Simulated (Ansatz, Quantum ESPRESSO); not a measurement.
# SrGeTe3 (Pm-3m): zone-centre phonons

Which modes does SrGeTe3 (Pm-3m) have at the zone centre?

Main program and level: Quantum ESPRESSO 8.0 development, patched; DFT LDA, scalar-relativistic, plane waves, PseudoDojo norm-conserving pseudopotentials.

The structure was built from a prototype and need not be the compound's stable phase.

### Step 1. The starting structure

It takes space group Pm-3m (No. 221, cubic). Conventional cell: a = 5.316 Å, b = 5.316 Å, c = 5.316 Å, α = 90.00°, β = 90.00°, γ = 90.00°. Sr has 12 Te at 3.76 Å nearest. Nearest to Ge lie 6 Te at 2.66 Å. Nearest to Te lie 2 Ge at 2.66 Å and 4 Sr at 3.76 Å. Farther neighbours and most contacts between anions are not listed.

### Step 2. A probe with smearing

A cheap run with smearing and empty bands tells whether the crystal has a gap, which decides between fixed occupations and smearing later on.

Contents of probe.in:

```
 &control
    calculation='scf',
    prefix='x',
    outdir='./tmp',
    pseudo_dir='./pseudo',
    tprnfor=.true.,
    tstress=.true.,
    verbosity='high',
 /
 &system
    ibrav=0,
    nat=5,
    ntyp=3,
    ecutwfc=82.0,
    occupations='smearing',
    smearing='gaussian',
    degauss=0.01,
 /
 &electrons
    conv_thr=1.0d-07,
    mixing_beta=0.7,
    electron_maxstep=100,
 /
ATOMIC_SPECIES
 Sr     87.6200  Sr.upf
 Ge     72.6300  Ge.upf
 Te    127.6000  Te.upf
CELL_PARAMETERS angstrom
     5.315600000    0.000000000    0.000000000
     0.000000000    5.315600000    0.000000000
     0.000000000    0.000000000    5.315600000
ATOMIC_POSITIONS crystal
 Sr     0.000000000   0.000000000   0.000000000
 Ge     0.500000000   0.500000000   0.500000000
 Te     0.500000000   0.500000000   0.000000000
 Te     0.500000000   0.000000000   0.500000000
 Te     0.000000000   0.500000000   0.500000000
K_POINTS automatic
 4 4 4 0 0 0
```

Run with:

```bash
OMP_NUM_THREADS=1 mpirun -n 4 pw.x -nk 4 -in probe.in > probe.out
```

Log:

```text
[banners, grids, parts of the stress and lines that vanish by symmetry left out]
Program PWSCF v.8.0dev
     Message from routine setup:
     using ibrav=0 with symmetry is DISCOURAGED, use correct ibrav instead
[...]
kinetic-energy cutoff     =      82.0000  Ry
     charge density cutoff     =     328.0000  Ry
     scf convergence threshold =      1.0E-07
[...]
Exchange-correlation= SLA-PW-NOGX-NOGC
                           (   1   4   0   0   0   0   0)
[...]
48 Sym. Ops., with inversion, found
[...]
(     0          1          0      )
                  (     0          0          1      )
[...]
(  0.0000000  1.0000000  0.0000000 )
                  (  0.0000000  0.0000000  1.0000000 )
[...]
(     0         -1          0      )
                  (     0          0          1      )
[...]
(  0.0000000  1.0000000  0.0000000 )
[...]
number of k points=    10  Gaussian smearing, width (Ry)=  0.0100
[...]
c_bands:  2 eigenvalues not converged
[...]
End of self-consistent calculation
[...]
the Fermi energy is     9.1647 ev
!    total energy              =    -874.95202452 Ry
[...]
convergence has been achieved in   6 iterations
[...]
atom    1 type  1   force =     0.00000000    0.00000000    0.00000000
     atom    2 type  2   force =     0.00000000    0.00000000    0.00000000
     atom    3 type  3   force =     0.00000000    0.00000000    0.00000000
     atom    4 type  3   force =     0.00000000    0.00000000    0.00000000
     atom    5 type  3   force =     0.00000000    0.00000000    0.00000000
[...]
Total force =     0.000000     Total SCF correction =     0.000000
[...]
total   stress  (Ry/bohr**3)                   (kbar)     P=       16.14
[...]
XML data file, charge density, pseudopotentials, collected wavefunctions

   JOB DONE.
```

Run time: 14 s. Hardware: 4 MPI ranks of Intel Xeon 6975P-C (Granite Rapids), shared host; 53 s of CPU time.

Numbers from this step:

```yaml
volume_per_atom: 30.04 Å³
pressure: 1.614 GPa
gap_on_the_k_mesh: 0 eV
```

No gap opens on this mesh, so smearing is kept; the start stands at 1.6 GPa.

### Step 3. Relaxation

The relaxation runs at a cutoff a fifth above that of the response, since stress converges more slowly with the basis than frequencies do. Forces and stress are brought to rest with tight thresholds.

Contents of relax.in:

```
 &control
    calculation='vc-relax',
    prefix='x',
    outdir='./tmp',
    pseudo_dir='./pseudo',
    tprnfor=.true.,
    tstress=.true.,
    forc_conv_thr=2.0d-05,
    etot_conv_thr=1.0d-07,
    nstep=40,
 /
 &system
    ibrav=0,
    nat=5,
    ntyp=3,
    ecutwfc=98,
    occupations='smearing',
    smearing='mv',
    degauss=0.02,
 /
 &electrons
    conv_thr=1.0d-11,
    mixing_beta=0.7,
    electron_maxstep=100,
 /
 &ions
 /
 &cell
    press_conv_thr=0.2,
 /
ATOMIC_SPECIES
 Sr     87.6200  Sr.upf
 Ge     72.6300  Ge.upf
 Te    127.6000  Te.upf
CELL_PARAMETERS angstrom
     5.315600000    0.000000000    0.000000000
     0.000000000    5.315600000    0.000000000
     0.000000000    0.000000000    5.315600000
ATOMIC_POSITIONS crystal
 Sr     0.000000000   0.000000000   0.000000000
 Ge     0.500000000   0.500000000   0.500000000
 Te     0.500000000   0.500000000   0.000000000
 Te     0.500000000   0.000000000   0.500000000
 Te     0.000000000   0.500000000   0.500000000
K_POINTS automatic
 6 6 6 0 0 0
```

Run with:

```bash
OMP_NUM_THREADS=1 mpirun -n 4 pw.x -nk 4 -in relax.in > relax.out
```

Log:

```text
[banners, grids, parts of the stress and lines that vanish by symmetry left out]
[banner, memory and clock lines left out]
Program PWSCF v.8.0dev

[...]
kinetic-energy cutoff     =      98.0000  Ry
     charge density cutoff     =     392.0000  Ry
     scf convergence threshold =      1.0E-11
[...]
energy convergence thresh.=      1.0E-07
     force convergence thresh. =      2.0E-05
     press convergence thresh. =      2.0E-01
     Exchange-correlation= SLA-PW-NOGX-NOGC
                           (   1   4   0   0   0   0   0)
[...]
48 Sym. Ops., with inversion, found
[...]
number of k points=    20  Marzari-Vanderbilt smearing, width (Ry)=  0.0200
[...]
End of self-consistent calculation
[...]
the Fermi energy is     9.2256 ev
!    total energy              =    -874.95940403 Ry
[...]
convergence has been achieved in   9 iterations
[...]
atom    1 type  1   force =     0.00000000    0.00000000    0.00000000
     atom    2 type  2   force =     0.00000000    0.00000000    0.00000000
     atom    3 type  3   force =     0.00000000    0.00000000    0.00000000
     atom    4 type  3   force =     0.00000000    0.00000000    0.00000000
     atom    5 type  3   force =     0.00000000    0.00000000    0.00000000
     Total force =     0.000000     Total SCF correction =     0.000000
[...]
total   stress  (Ry/bohr**3)                   (kbar)     P=       14.57
[...]
number of bfgs steps    =   0
[...]
CELL_PARAMETERS (angstrom)
[...]
ATOMIC_POSITIONS (crystal)
Sr               0.0000000000        0.0000000000        0.0000000000
Ge               0.5000000000        0.5000000000        0.5000000000
Te               0.5000000000        0.5000000000        0.0000000000
Te               0.5000000000        0.0000000000        0.5000000000
[...]
New effective cutoffs (rho, wfc):  389.71   97.51
[...]
End of self-consistent calculation
[...]
the Fermi energy is     9.1157 ev
!    total energy              =    -874.96004870 Ry
[...]
convergence has been achieved in   7 iterations
[...]
atom    1 type  1   force =     0.00000000    0.00000000    0.00000000
     atom    2 type  2   force =     0.00000000    0.00000000    0.00000000
     atom    3 type  3   force =     0.00000000    0.00000000    0.00000000
     atom    4 type  3   force =     0.00000000    0.00000000    0.00000000
     atom    5 type  3   force =     0.00000000    0.00000000    0.00000000
     Total force =     0.000000     Total SCF correction =     0.000000
[...]
total   stress  (Ry/bohr**3)                   (kbar)     P=       10.59
[...]
number of bfgs steps    =   1
[...]
CELL_PARAMETERS (angstrom)
[...]
ATOMIC_POSITIONS (crystal)
[...]
New effective cutoffs (rho, wfc):  387.60   96.99
[...]
End of self-consistent calculation
[...]
the Fermi energy is     8.9961 ev
!    total energy              =    -874.96052913 Ry
[...]
convergence has been achieved in   9 iterations
[...]
atom    1 type  1   force =     0.00000000    0.00000000    0.00000000
     atom    2 type  2   force =     0.00000000    0.00000000    0.00000000
     atom    3 type  3   force =     0.00000000    0.00000000    0.00000000
     atom    4 type  3   force =     0.00000000    0.00000000    0.00000000
[...]
Total force =     0.000000     Total SCF correction =     0.000000
[...]
total   stress  (Ry/bohr**3)                   (kbar)     P=        6.38
[...]
number of bfgs steps    =   2
[...]
CELL_PARAMETERS (angstrom)
[...]
ATOMIC_POSITIONS (crystal)
[...]
New effective cutoffs (rho, wfc):  384.47   96.20
[...]
End of self-consistent calculation
[...]
the Fermi energy is     8.8196 ev
!    total energy              =    -874.96081516 Ry
[...]
convergence has been achieved in  10 iterations
[...]
Total force =     0.000000     Total SCF correction =     0.000000
[...]
total   stress  (Ry/bohr**3)                   (kbar)     P=        0.37
[...]
number of bfgs steps    =   3
[...]
CELL_PARAMETERS (angstrom)
[...]
ATOMIC_POSITIONS (crystal)
[...]
New effective cutoffs (rho, wfc):  384.28   96.16
[...]
End of self-consistent calculation
[...]
the Fermi energy is     8.8088 ev
!    total energy              =    -874.96081615 Ry
[...]
convergence has been achieved in   7 iterations
[...]
Total force =     0.000000     Total SCF correction =     0.000000
[...]
total   stress  (Ry/bohr**3)                   (kbar)     P=        0.01
[...]
number of bfgs steps    =   4
[...]
small trust_radius: resetting bfgs history
[...]
CELL_PARAMETERS (angstrom)
[...]
ATOMIC_POSITIONS (crystal)
[...]
New effective cutoffs (rho, wfc):  384.28   96.16
[...]
End of self-consistent calculation
[...]
the Fermi energy is     8.8087 ev
!    total energy              =    -874.96081615 Ry
[...]
convergence has been achieved in   3 iterations
[...]
atom    3 type  3   force =     0.00000000    0.00000000    0.00000000
     atom    4 type  3   force =     0.00000000    0.00000000    0.00000000
     atom    5 type  3   force =     0.00000000    0.00000000    0.00000000
     Total force =     0.000000     Total SCF correction =     0.000000
[...]
total   stress  (Ry/bohr**3)                   (kbar)     P=        0.01
[...]
bfgs converged in   6 scf cycles and   5 bfgs steps
[...]
End of BFGS Geometry Optimization
     Final enthalpy           =    -874.9608161531 Ry
     File ./tmp/x.bfgs deleted, as requested
[...]
CELL_PARAMETERS (angstrom)
[...]
ATOMIC_POSITIONS (crystal)
[...]
Te               0.5000000000        0.0000000000        0.5000000000
Te               0.0000000000        0.5000000000        0.5000000000
[...]
Final scf calculation at the relaxed structure.
[...]
kinetic-energy cutoff     =      98.0000  Ry
     charge density cutoff     =     392.0000  Ry
     scf convergence threshold =      1.0E-13
[...]
press convergence thresh. =      2.0E-01
     Exchange-correlation= SLA-PW-NOGX-NOGC
                           (   1   4   0   0   0   0   0)
[...]
48 Sym. Ops., with inversion, found
[...]
number of k points=    20  Marzari-Vanderbilt smearing, width (Ry)=  0.0200
[...]
End of self-consistent calculation
[...]
the Fermi energy is     8.8087 ev
!    total energy              =    -874.96083842 Ry
[...]
convergence has been achieved in  10 iterations
[...]
atom    1 type  1   force =     0.00000000    0.00000000    0.00000000
     atom    2 type  2   force =     0.00000000    0.00000000    0.00000000
     atom    3 type  3   force =     0.00000000    0.00000000    0.00000000
     atom    4 type  3   force =     0.00000000    0.00000000    0.00000000
     atom    5 type  3   force =     0.00000000    0.00000000    0.00000000
     Total force =     0.000000     Total SCF correction =     0.000000
[...]
total   stress  (Ry/bohr**3)                   (kbar)     P=       -0.02
[...]
XML data file, charge density, pseudopotentials, collected wavefunctions
```

The job ended after 4.3 min (4 MPI ranks).

Relaxation path:

| step | energy less that of the first step (eV) | largest force (eV/Å) | pressure (GPa) | volume (Å³) |
| --- | --- | --- | --- | --- |
| 1 | 0.0000 | 0.0000 | 1.46 | 150.20 |
| 2 | -0.0088 | 0.0000 | 1.06 | 151.31 |
| 3 | -0.0153 | 0.0000 | 0.64 | 152.55 |
| 4 | -0.0192 | 0.0000 | 0.04 | 154.42 |
| 5 | -0.0192 | 0.0000 | 0.00 | 154.53 |
| 6 | -0.0192 | 0.0000 | 0.00 | 154.53 |
| 7 | -0.0195 | 0.0000 | 0.00 | 154.53 |

| conventional cell, symmetrised | before | after | change |
| --- | --- | --- | --- |
| a (Å) | 5.316 | 5.366 | +1.0 % |
| b (Å) | 5.316 | 5.366 | +1.0 % |
| c (Å) | 5.316 | 5.366 | +1.0 % |
| volume (Å³/atom) | 30.04 | 30.91 | +2.9 % |

Final coordinates:

```xyz
5
Lattice="5.3663 0.0000 0.0000 0.0000 5.3663 0.0000 0.0000 0.0000 5.3663" Properties=species:S:1:pos:R:3 pbc="T T T"
Sr    0.0000    0.0000    0.0000
Ge    2.6831    2.6831    2.6831
Te    2.6831    2.6831    0.0000
Te    2.6831    0.0000    2.6831
Te    0.0000    2.6831    2.6831
```

The last row of the table of steps is pw.x's closing run on a basis chosen anew for the final cell, so its energy can jump.

Numbers from this step:

- volume per atom: 30.91 Å³
- pressure: -0.002 GPa

The volume changes by +2.9 % from the cell with which this run began.

### Step 4. Ground state

The response is built on this ground state, so it is converged far tighter than an energy would need. Smearing stays on, as the first look found no gap above 0.3 eV.

Contents of scf.in:

```
 &control
    calculation='scf',
    prefix='x',
    outdir='./tmp',
    pseudo_dir='./pseudo',
    tprnfor=.true.,
    tstress=.true.,
 /
 &system
    ibrav=0,
    nat=5,
    ntyp=3,
    ecutwfc=82.0,
    occupations='smearing',
    smearing='mv',
    degauss=0.02,
 /
 &electrons
    conv_thr=1.0d-12,
    mixing_beta=0.7,
    electron_maxstep=100,
 /
ATOMIC_SPECIES
 Sr     87.6200  Sr.upf
 Ge     72.6300  Ge.upf
 Te    127.6000  Te.upf
CELL_PARAMETERS angstrom
     5.366298183    0.000000000    0.000000000
     0.000000000    5.366298183    0.000000000
     0.000000000    0.000000000    5.366298183
ATOMIC_POSITIONS crystal
 Sr     0.000000000   0.000000000   0.000000000
 Ge     0.500000000   0.500000000   0.500000000
 Te     0.500000000   0.500000000   0.000000000
 Te     0.500000000   0.000000000   0.500000000
 Te     0.000000000   0.500000000   0.500000000
K_POINTS automatic
 6 6 6 0 0 0
```

Run with:

```bash
OMP_NUM_THREADS=1 mpirun -n 4 pw.x -nk 4 -in scf.in > scf.out
```

Log:

```text
[banners, grids, parts of the stress and lines that vanish by symmetry left out]
[banner, memory and clock lines left out]
Program PWSCF v.8.0dev

[...]
kinetic-energy cutoff     =      82.0000  Ry
     charge density cutoff     =     328.0000  Ry
     scf convergence threshold =      1.0E-12
[...]
Exchange-correlation= SLA-PW-NOGX-NOGC
                           (   1   4   0   0   0   0   0)
[...]
48 Sym. Ops., with inversion, found
[...]
number of k points=    20  Marzari-Vanderbilt smearing, width (Ry)=  0.0200
[...]
End of self-consistent calculation
[...]
the Fermi energy is     8.8088 ev
!    total energy              =    -874.96065185 Ry
[...]
convergence has been achieved in  10 iterations
[...]
atom    1 type  1   force =     0.00000000    0.00000000    0.00000000
     atom    2 type  2   force =     0.00000000    0.00000000    0.00000000
     atom    3 type  3   force =     0.00000000    0.00000000    0.00000000
     atom    4 type  3   force =     0.00000000    0.00000000    0.00000000
     atom    5 type  3   force =     0.00000000    0.00000000    0.00000000
     Total force =     0.000000     Total SCF correction =     0.000000
[...]
total   stress  (Ry/bohr**3)                   (kbar)     P=       -0.05
[...]
XML data file, charge density, pseudopotentials, collected wavefunctions
```

Run time: 32 s. Hardware: 4 MPI ranks; 2.1 min of CPU time.

This step gave:

```
pressure : -0.005 GPa
```

The cell stands at -0.005 GPa, close enough for phonons.

[end of part 1 of 3]

[Host names and launcher messages were left out of these logs when they were recorded.]

[Logs are printed without paths, hosts, clocks, repeated set-up lines and the standing remarks that a program may print on its own settings, such as how far it seeks lower states.]

[Hosts, paths, dates, database ids (printed as entryN), source tags and the programs' standing remarks are cut or masked in the printed files.]
